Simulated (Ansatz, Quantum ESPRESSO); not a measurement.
# NiSi2(111), 3 trilayers against a metal electrode: the electrode's level over the Fermi level at a withheld member of a series

**Set-up.** Quantum ESPRESSO 7.5, PBE, GBRV ultrasoft. The slab is relaxed neutral, then held. ESM with bc3: vacuum below and a metal electrode about 6 Å above the top atoms. Cold smearing of 0.02 Ry. Charges are set per cell from the starting area. The slabs take the lattice constants of the bulk relaxed by the same program. The series steps the charge of the slab (positive: electrons removed).

```
charge of the slab  electrode's level over the Fermi level (eV)
     1 ×10¹³ e/cm²                                        5.393
     2 ×10¹³ e/cm²                                        6.265
     3 ×10¹³ e/cm²                                        7.141
     6 ×10¹³ e/cm²                                        9.797
     7 ×10¹³ e/cm²                                       10.690
     8 ×10¹³ e/cm²                                       11.588
```

One more run was made and is withheld. What is the electrode's level over the Fermi level at 4.5 ×10¹³ e/cm²?

By hand: The rows at 3 ×10¹³ e/cm² and 6 ×10¹³ e/cm² give a slope of (9.797 − (7.141))/(6 − (3)) = 0.8853, so a straight line gives 8.469 eV. A parabola through these and the row at 2 ×10¹³ e/cm² gives 8.464 eV.

What the calculation gave: 8.464 eV. The line misses by +0.005 and the parabola by 0.000 eV. Both misses are under 5 % of the step from the nearer row.

**Limits.** Vacuum fills the gap; ions don't answer the charge; added electrons can spill towards the electrode at the most negative charges. Members without a usable value, or on the other side of zero field or charge, are not listed.

[Logs are printed without paths, hosts, clocks, repeated set-up lines and the standing remarks that a program may print on its own settings, such as how far it seeks lower states.]
